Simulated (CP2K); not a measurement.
Two runs for the C K edge of 1,1-difluoroethylene. Run A: CP2K XAS_TDP, all-electron GAPW, PBEh(45%), aug-cc-pVTZ, TDA, no relativity. Run B differs in one setting.

First lines with a strength over 0.0015. A:

```csv
atom,energy (eV),states,"strength, one atom"
C1 (bonded to C and 2 H),281.38,1,0.0453
,283.98,1,0.0030
,284.38,1,0.0229
,285.18,1,0.0082
,285.52,1,0.0089
C2 (bonded to C and 2 F),285.05,1,0.0743
,288.18,1,0.0694
,288.20,1,0.0177
,289.73,1,0.0083
,290.52,1,0.0049
```

B:

```csv
atom,energy (eV),states,"strength, one atom"
C1 (bonded to C and 2 H),286.30,1,0.0445
,288.90,1,0.0030
,289.31,1,0.0225
,290.11,1,0.0080
,290.44,1,0.0088
C2 (bonded to C and 2 F),290.29,1,0.0730
,293.43,1,0.0682
,293.44,1,0.0174
,294.98,1,0.0082
,295.76,1,0.0048
```

Q: Which was it: the basis, GW2X switched on, scalar relativity switched on, the functional?

GW2X switched on. GW2X shifts an atom's lines together and keeps their spacings. Against PBEh(45%) in aug-cc-pVTZ, the leading lines move by +4.92 eV (C1, to 286.30) and +5.24 eV (C2, to 290.29).

[Banner, clock and machine lines of the logs are left out without a mark of their own.]

[Logs are printed without paths, hosts, clocks, repeated set-up lines and the standing remarks that a program may print on its own settings, such as how far it seeks lower states.]

[Hosts, paths, dates, database ids (printed as entryN), source tags and the programs' standing remarks are cut or masked in the printed files.]
